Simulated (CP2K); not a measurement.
Consider cyanamide at its PBE geometry (Å).

```xyz
5

N    -0.5839    0.0175    0.1875
C     0.7572   -0.0334    0.0553
N     1.9263   -0.0732    0.0055
H    -1.0150    0.8924   -0.1021
H    -1.0846   -0.8034   -0.1460
```

Method: CP2K XAS_TDP, all-electron GAPW, PBEh(45%), aug-cc-pVTZ, TDA, GW2X-corrected core level, no relativity.

Predict the bright core excitations at the C K edge.

Leading lines: C2 288.19 eV. The leading line of an atom is its first one with 35 % of the strongest within 2.5 eV of its lowest line over the strength cut. Core ionisation energies at this level: C2 293.05 eV.

The first six lines of each atom with a strength over 0.0015:

| atom | energy (eV) | states | strength, one atom | above the computed threshold |
| --- | --- | --- | --- | --- |
| C2 (bonded to 2 N) | 288.19 | 1 | 0.0567 |  |
|  | 289.01 | 1 | 0.0679 |  |
|  | 290.01 | 1 | 0.0025 |  |
|  | 292.97 | 1 | 0.0039 |  |
|  | 293.38 | 1 | 0.0036 | yes |
|  | 293.48 | 1 | 0.0039 | yes |

Lines are vertical, at one geometry, with no vibrational structure. GW2X ionisation energies and lines can be off by 1 to 2 eV either way, and a good line position may hide errors that cancel. These values hold no scalar relativity, about 0.1 eV for C 1s. Rydberg lines, and the discretised continuum above threshold, depend on the basis and the box.

[Banner, clock and machine lines of the logs are left out without a mark of their own.]

[Logs are printed without paths, hosts, clocks, repeated set-up lines and the standing remarks that a program may print on its own settings, such as how far it seeks lower states.]

[Hosts, paths, dates, database ids (printed as entryN), source tags and the programs' standing remarks are cut or masked in the printed files.]
